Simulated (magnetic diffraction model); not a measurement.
# Tm3Ni4Ge13 below its ordering temperature

Space group Pm-3n (no. 223), a = 8.9130 Å.

```
site  atom    x       y       z
  6c    Tm  1/4       0     1/2
 24k    Ge    0  0.8629  0.6927
  2a    Ge    0       0       0
  8e    Ni  3/4     3/4     3/4
```

This is a made-up structure (elements placed in a structure type, unrelaxed), so the numbers test the method and describe no known phase.

Only Tm is taken to order (form factors of Tm3+); orders and moment sizes are assumed, and not adapted to the symmetry. Radiation: neutrons of λ = 2.52 Å, 5° to 70°; isotropic B of 0.19 Å² (Tm), 0.32 Å² (Ge) and 0.34 Å² (Ni). Simulated constant-wavelength pattern: nuclear and magnetic terms add, the magnetic one as |2.695 fm × Σ f S⊥ exp(2πi Q·r) exp(−B s²)|², summed over all Q at one angle with the factor 1/(sin²θ cos θ). For collinear order S is the moment m, which repeats by lattice and centring translations R with the sign exp(−2πi k·R). Free-ion form factors, Sears's scattering lengths of 1992, no absorption; a label names one of the reflections at its angle. The strongest nuclear line in the range is 100, and lines under 0.2 are left out.

Above the ordering temperature:

```tsv
2θ (°)	index	I
23.07	(1 1 0)	0.8
32.85	(2 0 0)	9.1
40.52	(2 1 1)	2.0
47.14	(2 2 0)	4.9
53.11	(3 1 0)	12.9
58.64	(2 2 2)	15.7
61.29	(3 2 0)	100.0
63.87	(3 2 1)	41.9
68.87	(4 0 0)	29.1
```

Below it (cell unchanged):

```
2θ (°)      I
 16.25   24.3
 23.07    9.8
 32.85   17.1
 36.85    9.3
 40.52    7.8
 47.14   12.6
 50.19   12.3
 53.11   16.2
 58.64   16.6
 61.29  103.3
 63.87   46.5
 68.87   29.6
```

**Question.** Find the propagation vector, then choose among these models:
A. collinear moments along [010], 5.3 μB on Tm; signs + at (1/4, 0, 1/2), − at (1/2, 3/4, 0), + at (0, 1/2, 1/4), + at (3/4, 0, 1/2), − at (1/2, 1/4, 0), + at (0, 1/2, 3/4)
B. collinear moments along [111], 5.3 μB on Tm; signs + at (1/4, 0, 1/2), − at (1/2, 3/4, 0), + at (0, 1/2, 1/4), + at (3/4, 0, 1/2), − at (1/2, 1/4, 0), + at (0, 1/2, 3/4)
C. collinear moments along [010], 5.3 μB on Tm; signs + at (1/4, 0, 1/2), − at (1/2, 3/4, 0), + at (0, 1/2, 1/4), − at (3/4, 0, 1/2), + at (1/2, 1/4, 0), − at (0, 1/2, 3/4)
D. collinear moments along [111], 5.3 μB on Tm; signs + at (1/4, 0, 1/2), − at (1/2, 3/4, 0), + at (0, 1/2, 1/4), − at (3/4, 0, 1/2), + at (1/2, 1/4, 0), − at (0, 1/2, 3/4)

No line moves, and magnetic intensity falls on nuclear lines such as the one at 36.85°; new lines at (1 0 0) and (3 0 0) have whole indices that obey the lattice centring, at places with no nuclear intensity to speak of, so the magnetic cell equals the chemical primitive cell: k = 0.

Magnetic intensity, observed (below minus above) and for each model:

| 2θ (°) | index | observed | A | B | C | D |
| --- | --- | --- | --- | --- | --- | --- |
| 16.25 | (1 0 0) | 24.3 | 36.5 | 24.3 | 9.1 | 9.1 |
| 23.07 | (1 1 0) | 9.0 | 9.0 | 9.0 | 18.0 | 27.0 |
| 28.35 | (1 1 -1) | <0.2 | <0.2 | <0.2 | 11.8 | 4.0 |
| 32.85 | (2 0 0) | 8.1 | 2.2 | 8.1 | <0.2 | <0.2 |
| 40.52 | (2 1 1) | 5.7 | 5.7 | 5.7 | 11.4 | 13.3 |
| 47.14 | (2 2 0) | 7.7 | 10.5 | 7.7 | <0.2 | <0.2 |
| 50.19 | (3 0 0) | 12.3 | 11.9 | 12.3 | 4.6 | 4.6 |
| 55.92 | (3 1 1) | <0.2 | <0.2 | <0.2 | 8.9 | 11.6 |

Model B matches.

The structure used: k = (0 0 0), collinear moments along [111], 5.3 μB on Tm; signs + at (1/4, 0, 1/2), − at (1/2, 3/4, 0), + at (0, 1/2, 1/4), + at (3/4, 0, 1/2), − at (1/2, 1/4, 0), + at (0, 1/2, 3/4).

[Logs are printed without paths, hosts, clocks, repeated set-up lines and the standing remarks that a program may print on its own settings, such as how far it seeks lower states.]
